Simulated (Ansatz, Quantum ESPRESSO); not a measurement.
# 1T-HfS2, 2 layers, AA stacking: the upper vacuum line at the top atoms, over the zero at a withheld member of a series

**Set-up.** Quantum ESPRESSO 7.5, PBE, GBRV ultrasoft. Cell and atoms are relaxed without a field with a D3(BJ) correction and then held. Sawtooth field with dipole correction, 17 Å of vacuum in the starting cell, Fermi-Dirac smearing of 0.002 Ry; bands along a path at each field. The series steps the field along the normal.

```tsv
field along the normal	upper vacuum line at the top atoms, over the zero (eV)
0 V/Å	6.366
0.05 V/Å	6.339
0.1 V/Å	6.302
0.3 V/Å	6.131
0.4 V/Å	6.044
```

**Question.** What is the upper vacuum line at the top atoms, over the zero at 0.2 V/Å?

**Fit.** The rows at 0.1 V/Å and 0.3 V/Å give a slope of (6.131 − (6.302))/(0.3 − (0.1)) = −0.855, so a straight line gives 6.216 eV. A parabola through these and the row at 0.05 V/Å gives 6.221 eV.

What the calculation gave: 6.217 eV. The line misses by 0.000 and the parabola by +0.004 eV. Both misses are under 5 % of the step from the nearer row.

Caveats: Ions are held; semilocal gaps are too small; in strong fields empty levels can belong to the vacuum; one stacking. Members without a usable value, or on the other side of zero field or charge, are not listed.

[Logs are printed without paths, hosts, clocks, repeated set-up lines and the standing remarks that a program may print on its own settings, such as how far it seeks lower states.]
